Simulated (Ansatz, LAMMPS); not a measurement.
# Gap against volume in amorphous poly(vinylidene fluoride) (as short chains C12F10H16), from a frame at 300 K, (114 atoms)

Density of this cell: 1.46 g/cm³. The cell holds 114 atoms: 36 C, 30 F and 48 H. Cell: a = 11.462 Å, b = 10.305 Å, c = 10.124 Å, α = 86.8°, β = 87.3°, γ = 87.8°. The starting structure: 3 poly(vinylidene fluoride) chains of 5 units with methyl end groups placed at random, at 1.6 g/cm³; overlaps pushed apart, then 20 ps at 800 K with MMFF94 bonds, angles, torsions, charges and radii (Halgren, J. Comput. Chem. 17, 490 (1996)) in harmonic and 12-6 forms. Snapshot after 30 ps at 300 K and fixed volume.

Calculated with Ansatz 0.2.0: Kohn-Sham DFT, PBE+D4, PAW (set soft_2), plane waves; cutoff 420 eV, Γ point, fixed occupations. The relaxed cell was scaled evenly and the atoms were relaxed at each volume. The gap is that between the highest filled and the lowest empty Kohn-Sham level on the run's k-points.

```
volume (Å³/atom)  gap (eV)
          9.4102               6.610
          9.8284               6.536
          10.142                   ?
          10.456               6.449
          10.769               6.408
          11.083               6.365
```

Task: Fit a straight line in ln V to the rows given and interpolate to the withheld row.

Worked fit:

A volume deformation potential makes the spacing linear in u = ln(V/V0), with V0 = 10.456 Å³ the relaxed volume; v is the spacing.

| u = ln(V/V0) | v (eV) |
| --- | --- |
| -0.105360 | 6.6101 |
| -0.0618756 | 6.5363 |
| 0 | 6.4486 |
| 0.0295591 | 6.4076 |
| 0.0582694 | 6.3648 |

With n = 5: mean u = -0.0158813, mean v = 6.47348, Σ(u − ū)² = 0.017937, Σ(u − ū)(v − v̄) = -0.026561. Slope b = -0.026561 / 0.017937 = -1.4808; intercept a = v̄ − b ū = 6.4500.

At the withheld volume u = -0.03046, and v = a + b u.

Prediction at 10.142: 6.495 eV. The run gave 6.489 eV, so the fit is high by 0.0056 eV (0.086 % of the value).

The slope, -1.48 eV, says that the spacing narrows on expansion. Among the rows given, the largest miss of the fit is at 9.8284, by 0.0053 eV (2.2 % of the range of the table).

Limits: The table spans 16 % in volume, wide for a linear law. Semilocal functionals tend to put gaps under measured ones. Only the Γ point is sampled. Defect or tail levels can set the spacing of a disordered cell.

[Logs are printed without paths, hosts, clocks, repeated set-up lines and the standing remarks that a program may print on its own settings, such as how far it seeks lower states.]

[Hosts, paths, dates, database ids (printed as entryN), source tags and the programs' standing remarks are cut or masked in the printed files.]

[The MMFF94 radii named for the starting cell were scaled by 0.96; in molecules described by MMFF94, hydrogen bound to N, O or S took a small fixed 12-6 site in their place.]
